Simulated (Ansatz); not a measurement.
# RbNbS3, from a guessed structure to a relaxed one

Starting from a made-up structure for RbNbS3, the aim is the relaxed cell, its shortest contacts and, where a second run follows, its electronic structure.

Calculated with Ansatz 0.2.0; DFT, r2SCAN, plane-wave PAW, default files, scalar-relativistic, no spin, cell and ions relaxed at zero pressure, in the first sound run; inputs show where later runs differ.

**1. The starting structure**

It takes space group Pm-3m (No. 221, cubic). The conventional cell has a = 5.136 Å, b = 5.136 Å, c = 5.136 Å, α = 90.00°, β = 90.00°, γ = 90.00°. Nearest to Nb lie 6 S at 2.57 Å. Nearest to Rb lie 12 S at 3.63 Å. Nearest to S lie 2 Nb at 2.57 Å and 4 Rb at 3.63 Å. Farther neighbours and most contacts between anions are not listed.

**2. Relaxing cell and atoms**

The guess takes its coordinates from another compound and its volume from a rule, so the cell and any free coordinates are relaxed together.

input.yaml

```yaml
crystal:
  lattice:
    - [5.136, 0.0, 0.0]
    - [0.0, 5.136, 0.0]
    - [0.0, 0.0, 5.136]
  atoms:
    - { symbol: Nb, position: [0.0, 0.0, 0.0] }
    - { symbol: Rb, position: [0.5, 0.5, 0.5] }
    - { symbol: S, position: [0.0, 0.0, 0.5] }
    - { symbol: S, position: [0.0, 0.5, 0.0] }
    - { symbol: S, position: [0.5, 0.0, 0.0] }
kpoints:
  mp_grid: { grid: [5, 5, 5] }
scf:
  occupations: { method: fermi_dirac, width: 0.05 }
hamiltonian:
  xc: r2scan
  pseudopotentials: { kind: paw }
relax:
  f_tol: 0.015
  max_steps: 70
  cell: {}
output:
  forces: true
  stress: true
```

Launch:

```console
$ ansatz run input.yaml --threads 4 --pin off --max-ram 8192MiB --backend cpu --events-out ev --progress --plain --runs-dir out
```

Numbers of over 12 decimals in the logs are rounded to 6 here.

The program printed:

```text
Engine: ansatz 0.2.0, aarch64-unknown-linux-gnu
Pseudopotentials: kind: paw
Pseudopotential: Nb, paw, valence charge 13, recommended cutoff 500 eV (meta_gga), Nb.paw.azcp
Pseudopotential: Rb, paw, valence charge 9, recommended cutoff 500 eV (meta_gga), Rb.paw.azcp
Pseudopotential: S, paw, valence charge 6, recommended cutoff 500 eV (meta_gga), S.paw.azcp
Functional definition: r2SCAN
  parameter k0 = 0.174
  parameter k1 = 0.065
  parameter a1 = 4.9479
  exchange = r2scan_x(k0 = k0, k1 = k1, a1 = a1)
  correlation = r2scan_c
Crystal: 5 atoms, lattice volume = 135.480 Å³
Basis set: ecut = 500 eV, 3407 PW (Γ), exchange–correlation on 160×160×160 points (64 copies of the dense FFT grid, shifted against one another)
Bands: 25, of which v1, the nominal top of the filled ones, is band 20 counted from 1 (19 counted from 0)
Symmetry: 48 space group operations
Space group: Pm-3m (ITA 221), of the structure as read, at distance tolerance 5.1e-5 Å
k-points: 10 of 125
Non-local potential: Nb, projectors of the file, l = 0: 3, l = 1: 2, l = 2: 2, l = 3: 1
Non-local potential: Rb, projectors of the file, l = 0: 3, l = 1: 2, l = 2: 2
Non-local potential: S, projectors of the file, l = 0: 2, l = 1: 2, l = 2: 2
PAW form: soft (Blöchl's): semilocal exchange-correlation on the pseudo side does not see the compensation charge
PAW frozen core: Nb, regenerated for the run's functional (the file was generated under x = pbe(κ = 0.804, μ = 0.219515), c = pbe(β = 0.066725))
PAW frozen core: Rb, regenerated for the run's functional (the file was generated under x = pbe(κ = 0.804, μ = 0.219515), c = pbe(β = 0.066725))
PAW frozen core: S, regenerated for the run's functional (the file was generated under x = pbe(κ = 0.804, μ = 0.219515), c = pbe(β = 0.066725))
PAW one-centre angular grid: Nb, 590 points (default); XC on 160 Gauss nodes
PAW one-centre angular grid: Rb, 302 points (default); XC on 160 Gauss nodes
PAW one-centre angular grid: S, 302 points (default); XC on 160 Gauss nodes
Initial density: superposition of atomic densities (neutral atoms: chi_scale 0, normalization atom), corrected by the library's trained network
Initial wavefunctions: pseudopotential atomic-orbital guess
Functional: x = r2scan, c = r2scan; τ floored in thin density (d = 2e-4 eV/Å³)
SCF iter   1: F=—  HF=-10564.223017 eV  |F-HF|=—  |Δ(HF+E_count)|=         —  Δρ=1.09e-2  dr2=3.72e-1  dr2_τ=5.94e-2  ethr=1.77e-3  ⟨swp⟩=6.8  Hψ=1189  notcnv=0
preconditioner: auto → LDOS  [insulator: Δε(μ)=0.833 eV  Ē_g=8.151 eV  σ=0.050 eV  W_gap=0.57  n_scr=26 (ndim 8)  ℏωp=17.5 eV  f_vac=0.018  D(μ)=3.52/eV (n_scr^D=26)  ε∞_Penn≈5.6  β→1.0]
SCF iter   2: F=—  HF=-10564.219788 eV  |F-HF|=—  |Δ(HF+E_count)|=   3.23e-3  Δρ=2.88e-3  dr2=1.63e-2  dr2_τ=2.02e-2  ethr=9.30e-4  ⟨swp⟩=2.0  Hψ=395  notcnv=0  defer=3
SCF iter   3: F=—  HF=-10564.221180 eV  |F-HF|=—  |Δ(HF+E_count)|=   1.39e-3  Δρ=4.12e-4  dr2=3.06e-4  dr2_τ=5.75e-5  ethr=4.07e-5  ⟨swp⟩=2.0  Hψ=384  notcnv=0  defer=3
SCF iter   4: F=—  HF=-10564.221195 eV  |F-HF|=—  |Δ(HF+E_count)|=   1.48e-5  Δρ=9.18e-5  dr2=1.27e-5  dr2_τ=8.73e-7  ethr=7.65e-7  ⟨swp⟩=2.3  Hψ=450  notcnv=0  defer=3
SCF iter   5: F=—  HF=-10564.221195 eV  |F-HF|=—  |Δ(HF+E_count)|=   3.88e-7  Δρ=1.59e-5  dr2=3.55e-7  dr2_τ=1.57e-8  ethr=3.17e-8  ⟨swp⟩=2.7  Hψ=445  notcnv=0  defer=3
SCF iter   6: F=-10564.221195 eV  HF=-10564.221195 eV  |F-HF|=1.30e-8  |Δ(HF+E_count)|=   5.56e-8  Δρ=2.64e-6  dr2=1.64e-8  dr2_τ=2.41e-9  ethr=2.50e-10  ⟨swp⟩=4.9  Hψ=961  notcnv=0
SCF 1 converged in 6 iterations: F = -10564.221195 eV  dr2 = 1.64e-8
  greatest PAW one-centre occupation: 1.000 electrons in one spin orbital (limit 2), on the Nb atom at site 0 (counted from 0), in its partial waves of l = 0
relax step   1: F+E_penalty+E_count = -10564.22119508 eV  Δ(F+E_penalty+E_count) = +0.000e0 eV  max|allowed force component| = 3.776e-29 eV/Å  Δτ_max = 0.0000 Å  P = -8.976 GPa  Ω = 135.480 Å³  (6 SCF iters, dr2 threshold 1.00e-7 eV, accepted)
Crystal: 5 atoms, lattice volume = 116.616 Å³
Basis set: ecut = 500 eV, 2945 PW (Γ), exchange–correlation on 160×160×160 points (64 copies of the dense FFT grid, shifted against one another)
Initial density: handed on by an earlier stage of this run
Initial wavefunctions: those handed on with the density
iter 1 solved again at ethr=7.16e-5 eV; its pass at ethr=3.10e-3 eV (dr2=2.86e-2 eV) is discarded
SCF iter   1: F=—  HF=-10564.415084 eV  |F-HF|=—  |Δ(HF+E_count)|=         —  Δρ=5.09e-3  dr2=2.90e-2  dr2_τ=3.93e-1  ethr=7.16e-5  ⟨swp⟩=1.1  Hψ=1551  notcnv=0
preconditioner: auto → Kerker (q_TF=auto, 2.283 Å⁻¹)  [metal: Δε(μ)=0.075 eV  Ē_g=8.799 eV  σ=0.050 eV  W_gap=0.35  n_scr=26 (ndim 8)  ℏωp=18.8 eV  f_vac=0.000  D(μ)=3.17/eV (n_scr^D=18)]
SCF iter   2: F=—  HF=-10564.844268 eV  |F-HF|=—  |Δ(HF+E_count)|=   4.29e-1  Δρ=4.21e-3  dr2=2.29e-2  dr2_τ=1.13e-3  ethr=7.16e-5  ⟨swp⟩=2.8  Hψ=522  notcnv=0
SCF iter   3: F=—  HF=-10564.843742 eV  |F-HF|=—  |Δ(HF+E_count)|=   5.25e-4  Δρ=1.88e-3  dr2=3.38e-3  dr2_τ=5.70e-4  ethr=5.73e-5  ⟨swp⟩=2.5  Hψ=424  notcnv=0
SCF iter   4: F=—  HF=-10564.844773 eV  |F-HF|=—  |Δ(HF+E_count)|=   1.03e-3  Δρ=6.61e-4  dr2=6.06e-4  dr2_τ=3.20e-5  ethr=8.46e-6  ⟨swp⟩=2.2  Hψ=465  notcnv=0
SCF iter   5: F=—  HF=-10564.844750 eV  |F-HF|=—  |Δ(HF+E_count)|=   2.23e-5  Δρ=3.31e-4  dr2=3.21e-4  dr2_τ=1.52e-5  ethr=1.51e-6  ⟨swp⟩=2.7  Hψ=441  notcnv=0
SCF iter   6: F=—  HF=-10564.844739 eV  |F-HF|=—  |Δ(HF+E_count)|=   1.19e-5  Δρ=1.23e-4  dr2=4.25e-5  dr2_τ=1.44e-6  ethr=8.02e-7  ⟨swp⟩=1.3  Hψ=255  notcnv=0
SCF iter   7: F=—  HF=-10564.844739 eV  |F-HF|=—  |Δ(HF+E_count)|=   1.26e-8  Δρ=3.28e-5  dr2=2.85e-6  dr2_τ=7.78e-8  ethr=1.06e-7  ⟨swp⟩=2.0  Hψ=336  notcnv=0
SCF iter   8: F=-10564.844739 eV  HF=-10564.844739 eV  |F-HF|=1.91e-8  |Δ(HF+E_count)|=   5.45e-9  Δρ=3.78e-6  dr2=4.40e-8  dr2_τ=1.09e-9  ethr=1.25e-9  ⟨swp⟩=3.2  Hψ=1041  notcnv=0
SCF 2 converged in 8 iterations: F = -10564.844739 eV  dr2 = 4.40e-8
relax step   2: F+E_penalty+E_count = -10564.84473857 eV  Δ(F+E_penalty+E_count) = -6.235e-1 eV  max|allowed force component| = 3.550e-31 eV/Å  Δτ_max = 0.0000 Å  P = -0.266 GPa  Ω = 116.616 Å³  energy of the carried Pulay correction = +3.422e-3 eV  (8 SCF iters, dr2 threshold 5.00e-7 eV, accepted)
Crystal: 5 atoms, lattice volume = 116.123 Å³
iter 1 solved again at ethr=1.62e-7 eV; its pass at ethr=3.10e-3 eV (dr2=6.47e-5 eV) is discarded
SCF iter   1: F=—  HF=-10564.844435 eV  |F-HF|=—  |Δ(HF+E_count)|=         —  Δρ=1.75e-4  dr2=6.63e-5  dr2_τ=3.72e-4  ethr=1.62e-7  ⟨swp⟩=2.0  Hψ=1345  notcnv=0
preconditioner: auto → Kerker (q_TF=auto, 2.284 Å⁻¹)  [metal: Δε(μ)=0.073 eV  Ē_g=8.793 eV  σ=0.050 eV  W_gap=0.34  n_scr=26 (ndim 8)  ℏωp=18.9 eV  f_vac=0.005  D(μ)=3.20/eV (n_scr^D=26)]
SCF iter   2: F=—  HF=-10564.845123 eV  |F-HF|=—  |Δ(HF+E_count)|=   6.88e-4  Δρ=1.53e-4  dr2=3.56e-5  dr2_τ=3.36e-6  ethr=1.62e-7  ⟨swp⟩=2.0  Hψ=455  notcnv=0
SCF iter   3: F=—  HF=-10564.845119 eV  |F-HF|=—  |Δ(HF+E_count)|=   4.05e-6  Δρ=8.32e-5  dr2=7.50e-6  dr2_τ=4.89e-7  ethr=8.90e-8  ⟨swp⟩=1.2  Hψ=253  notcnv=0
SCF iter   4: F=—  HF=-10564.845119 eV  |F-HF|=—  |Δ(HF+E_count)|=   6.26e-7  Δρ=2.66e-5  dr2=2.07e-6  dr2_τ=9.48e-8  ethr=1.88e-8  ⟨swp⟩=2.0  Hψ=405  notcnv=0
SCF iter   5: F=—  HF=-10564.845119 eV  |F-HF|=—  |Δ(HF+E_count)|=   1.46e-7  Δρ=1.01e-5  dr2=3.03e-7  dr2_τ=6.26e-9  ethr=5.17e-9  ⟨swp⟩=1.5  Hψ=257  notcnv=0
SCF iter   6: F=-10564.845119 eV  HF=-10564.845119 eV  |F-HF|=2.48e-8  |Δ(HF+E_count)|=   7.18e-9  Δρ=3.42e-6  dr2=3.70e-8  dr2_τ=8.44e-10  ethr=4.42e-10  ⟨swp⟩=4.0  Hψ=858  notcnv=0
SCF 3 converged in 6 iterations: F = -10564.845119 eV  dr2 = 3.70e-8
relax step   3: F+E_penalty+E_count = -10564.84511927 eV  Δ(F+E_penalty+E_count) = -3.807e-4 eV  max|allowed force component| = 9.664e-31 eV/Å  Δτ_max = 0.0000 Å  P = +0.082 GPa  Ω = 116.123 Å³  energy of the carried Pulay correction = +3.519e-3 eV  (6 SCF iters, dr2 threshold 1.77e-7 eV, accepted)
Crystal: 5 atoms, lattice volume = 116.239 Å³
iter 1 solved again at ethr=8.06e-9 eV; its pass at ethr=3.10e-3 eV (dr2=3.22e-6 eV) is discarded
SCF iter   1: F=—  HF=-10564.845088 eV  |F-HF|=—  |Δ(HF+E_count)|=         —  Δρ=4.08e-5  dr2=3.19e-6  dr2_τ=2.06e-5  ethr=8.06e-9  ⟨swp⟩=2.0  Hψ=1341  notcnv=0
preconditioner: auto → Kerker (q_TF=auto, 2.284 Å⁻¹)  [metal: Δε(μ)=0.073 eV  Ē_g=8.788 eV  σ=0.050 eV  W_gap=0.34  n_scr=26 (ndim 8)  ℏωp=18.9 eV  f_vac=0.006  D(μ)=3.20/eV (n_scr^D=26)]
SCF iter   2: F=—  HF=-10564.845127 eV  |F-HF|=—  |Δ(HF+E_count)|=   3.86e-5  Δρ=3.67e-5  dr2=2.03e-6  dr2_τ=1.68e-7  ethr=7.98e-9  ⟨swp⟩=2.0  Hψ=455  notcnv=0
SCF iter   3: F=—  HF=-10564.845126 eV  |F-HF|=—  |Δ(HF+E_count)|=   2.32e-7  Δρ=1.96e-5  dr2=3.88e-7  dr2_τ=3.18e-8  ethr=5.06e-9  ⟨swp⟩=1.2  Hψ=253  notcnv=0
SCF iter   4: F=—  HF=-10564.845126 eV  |F-HF|=—  |Δ(HF+E_count)|=   4.90e-8  Δρ=7.17e-6  dr2=1.30e-7  dr2_τ=5.16e-9  ethr=9.70e-10  ⟨swp⟩=2.0  Hψ=405  notcnv=0
SCF iter   5: F=-10564.845126 eV  HF=-10564.845126 eV  |F-HF|=8.13e-9  |Δ(HF+E_count)|=   1.09e-8  Δρ=2.27e-6  dr2=1.35e-8  dr2_τ=2.20e-10  ethr=4.20e-11  ⟨swp⟩=3.1  Hψ=951  notcnv=0
SCF 4 converged in 5 iterations: F = -10564.845126 eV  dr2 = 1.35e-8
relax step   4: F+E_penalty+E_count = -10564.84512634 eV  Δ(F+E_penalty+E_count) = -7.070e-6 eV  max|allowed force component| = 8.760e-31 eV/Å  Δτ_max = 0.0000 Å  P = +0.000 GPa  Ω = 116.239 Å³  energy of the carried Pulay correction = +3.496e-3 eV  (5 SCF iters, dr2 threshold 1.68e-8 eV, accepted)
Basis set: ecut = 500 eV, 2945 PW (Γ), exchange–correlation on 144×144×144 points (64 copies of the dense FFT grid, shifted against one another)
Initial wavefunctions: pseudopotential atomic-orbital guess (no wavefunctions were taken with the density)
iter 1 solved again at ethr=2.07e-7 eV; its pass at ethr=3.10e-3 eV (dr2=8.28e-5 eV) is discarded
SCF iter   1: F=—  HF=-10564.842083 eV  |F-HF|=—  |Δ(HF+E_count)|=         —  Δρ=2.09e-4  dr2=4.88e-6  dr2_τ=5.81e-5  ethr=2.07e-7  ⟨swp⟩=3.7  Hψ=1926  notcnv=0
preconditioner: auto → Kerker (q_TF=auto, 2.284 Å⁻¹)  [metal: Δε(μ)=0.073 eV  Ē_g=8.788 eV  σ=0.050 eV  W_gap=0.34  n_scr=26 (ndim 8)  ℏωp=18.9 eV  f_vac=0.005  D(μ)=3.20/eV (n_scr^D=26)]
SCF iter   2: F=—  HF=-10564.842101 eV  |F-HF|=—  |Δ(HF+E_count)|=   1.80e-5  Δρ=1.10e-4  dr2=1.35e-6  dr2_τ=2.43e-6  ethr=1.22e-8  ⟨swp⟩=2.1  Hψ=442  notcnv=0
SCF iter   3: F=—  HF=-10564.842104 eV  |F-HF|=—  |Δ(HF+E_count)|=   2.86e-6  Δρ=7.08e-6  dr2=7.19e-8  dr2_τ=1.69e-8  ethr=3.38e-9  ⟨swp⟩=2.0  Hψ=455  notcnv=0
SCF iter   4: F=—  HF=-10564.842104 eV  |F-HF|=—  |Δ(HF+E_count)|=   2.59e-9  Δρ=2.66e-6  dr2=9.35e-9  dr2_τ=8.54e-10  ethr=1.80e-10  ⟨swp⟩=2.3  Hψ=374  notcnv=0
SCF iter   5: F=—  HF=-10564.842104 eV  |F-HF|=—  |Δ(HF+E_count)|=  6.62e-10  Δρ=7.76e-7  dr2=1.30e-9  dr2_τ=2.65e-10  ethr=2.34e-11  ⟨swp⟩=2.0  Hψ=407  notcnv=0
SCF iter   6: F=—  HF=-10564.842104 eV  |F-HF|=—  |Δ(HF+E_count)|=  6.55e-11  Δρ=3.45e-7  dr2=4.16e-10  dr2_τ=1.08e-11  ethr=3.25e-12  ⟨swp⟩=2.3  Hψ=418  notcnv=0
SCF iter   7: F=-10564.842104 eV  HF=-10564.842104 eV  |F-HF|=1.82e-12  |Δ(HF+E_count)|=  8.91e-11  Δρ=9.11e-8  dr2=2.05e-11  dr2_τ=9.02e-13  ethr=1.00e-12  ⟨swp⟩=3.3  Hψ=1032  notcnv=0
SCF 5 converged in 7 iterations: F = -10564.842104 eV  dr2 = 2.05e-11
relax step   5: F+E_penalty+E_count = -10564.84210414 eV  Δ(F+E_penalty+E_count) = +3.022e-3 eV  max|allowed force component| = 6.344e-31 eV/Å  Δτ_max = 0.0000 Å  P = -0.007 GPa  Ω = 116.239 Å³  stress off target by 7.27e-3 GPa  SCF on the basis re-selected at this cell (its energy is not comparable with the rows above)  (7 SCF iters)
basis re-selected at this cell: Δ(F+E_penalty+E_count) = +3.022e-3 eV, ΔP = -0.007 GPa vs the last step (what re-selecting the basis moved, of the pressure what is left beyond the Pulay correction that the steps carried, after the strain that the cell walked since its last selection, with what the two solves' SCF thresholds leave and, on support functions, any second-order correction that the steps lacked; it is no measure of the basis error at this ecutwfc). The dense FFT grid was sized anew with the basis: this SCF ran on 36×36×36 points, the steps before it on 40×40×40, so part of this shift can come from that change (see relax.cell in the input reference). [rest of the remark cut]
SCF converged after 7 iterations
Free energy (F): -10564.842104 eV
Harris-Foulkes:  -10564.842104 eV  (|F-HF|=1.82e-12)
Internal energy: -10564.817519 eV  (E = F + TS)
E sigma→0 (E₀):  -10564.829812 eV
Entropy (-TS):   -0.024585 eV (-4.917 meV/atom)
Fermi energy:    6.850868 eV
--- Per-component energies (eV) ---
  E_band       = -277.141750
  E_kinetic    = 905.387435
  E_local      = -2067.810746  (includes V_loc(G=0)·N_el)
  E_nonlocal   = 373.071773
  E_hartree    = 653.062846
  E_xc         = -570.061812
  E_vxc        = -670.914509  (∫ρ·V_xc dr)
  E_paw        = -7552.153621  (= ΣΔE_a)
  E_vpaw       = -158.941032  (= ΣTr[D̂ρ^β])
  E_aug_tail   = 0.000007  (compensation charges beyond the density's cutoff)
  E_vtau       = 35.939710  (kinetic-family band-sum trace: ∫τ·v_τ [+ j·A + Jᵃ·Aᵃ] dr)
  E_ewald      = -2305.644744
  E_core_change = -0.668658  (= ΣΔE_core)
  E_smearing   = -0.024585  (= −TS)
  E_closure    = 0.000000  (closes the sum)
  Σ components = -10564.842104   (vs F -10564.842104, Δ=0.00e0)
--- Forces (eV/Å), atoms counted from 1 ---
  atom   1  Nb     0.00000000     0.00000000     0.00000000
  atom   2  Rb    -0.00000000    -0.00000000    -0.00000000
  atom   3  S      0.00000000    -0.00000000    -0.00000000
  atom   4  S     -0.00000000    -0.00000000    -0.00000000
  atom   5  S      0.00000000     0.00000000     0.00000000
  max |Σ_I F_I| component: 1.97e-31 eV/Å
--- Stress (GPa, compression-positive) ---
       -0.007269      -0.000000      -0.000000
       -0.000000      -0.007269       0.000000
       -0.000000       0.000000      -0.007269
  P = ⅓ Tr σ = -0.0073 GPa (-0.073 kbar)
--- Relaxed structure (4 steps of the walk, 4 accepted, 1 SCFs on fresh bases) ---
  F+E_penalty+E_count = -10564.84210414 eV   max|allowed force component| = 6.344e-31 eV/Å   (the final SCF, on the basis selected at the relaxed cell)
  cell:  # Å, volume = 116.2389 Å³
    - [4.880344, 0, 0]
    - [0, 4.880344, 0]
    - [0, 0, 4.880344]
  atoms:
    - { symbol: Nb, position: [0, 0, 0] }
    - { symbol: Rb, position: [0.5, 0.5, 0.5] }
    - { symbol: S, position: [0, 0, 0.5] }
    - { symbol: S, position: [0, 0.5, 0] }
    - { symbol: S, position: [0.5, 0, 0] }
```

Wall time 7.4 s (4 threads of Arm Neoverse V2, shared host); peak memory 0.69 GiB.

The steps of the relaxation:

```tsv
step	energy less that of the first step (eV)	largest force component (eV/Å)	pressure (GPa)	volume (Å³)
1	0.0000	0.0000	-8.98	135.48
2	-0.6235	0.0000	-0.27	116.62
3	-0.6239	0.0000	0.08	116.12
4	-0.6239	0.0000	0.00	116.24
5*	-0.6209	0.0000	-0.01	116.24
```

Relaxation steps marked * repeat the geometry before them on a plane-wave basis chosen anew for their cell, so energy and pressure can jump there.

Forces are held to the 48 operations that the run works with; a distortion that breaks them can't arise in this run.

```tsv
conventional cell, symmetrised	before	after	change
a (Å)	5.136	4.880	-5.0 %
b (Å)	5.136	4.880	-5.0 %
c (Å)	5.136	4.880	-5.0 %
volume (Å³/atom)	27.10	23.25	-14.2 %
```

Final coordinates:

```cif
data_structure
_symmetry_space_group_name_H-M 'P 1'
_symmetry_Int_Tables_number 1
_cell_length_a 4.8803
_cell_length_b 4.8803
_cell_length_c 4.8803
_cell_angle_alpha 90.000
_cell_angle_beta 90.000
_cell_angle_gamma 90.000
_cell_volume 116.24
loop_
_atom_site_label
_atom_site_type_symbol
_atom_site_fract_x
_atom_site_fract_y
_atom_site_fract_z
_atom_site_occupancy
Nb1 Nb 0.00000 0.00000 0.00000 1
Rb2 Rb 0.50000 0.50000 0.50000 1
S3 S 0.00000 0.00000 0.50000 1
S4 S 0.00000 0.50000 0.00000 1
S5 S 0.50000 0.00000 0.00000 1
```

This step gave:

```
free energy             : -10564.8421 eV
energy at zero smearing : -10564.8298 eV
smearing term TS        : 0.02458 eV
Fermi energy            : 6.851 eV
electrons               : 40
symmetry operations     : 48
pressure                : -0.007269 GPa
```

Shortest distances by pair of elements, guess and relaxed (not always the same contact):

```tsv
pair	guess (Å)	relaxed (Å)
Nb–S	2.568	2.440
Rb–S	3.632	3.451
S–S	3.632	3.451
Nb–Rb	4.448	4.227
Nb–Nb	5.136	4.880
```

The relaxation ends with a pressure of -0.01 GPa.

(Part 1 of 2 ends here.)

[Logs are printed without paths, hosts, clocks, repeated set-up lines and the standing remarks that a program may print on its own settings, such as how far it seeks lower states.]

[Hosts, paths, dates, database ids (printed as entryN), source tags and the programs' standing remarks are cut or masked in the printed files.]
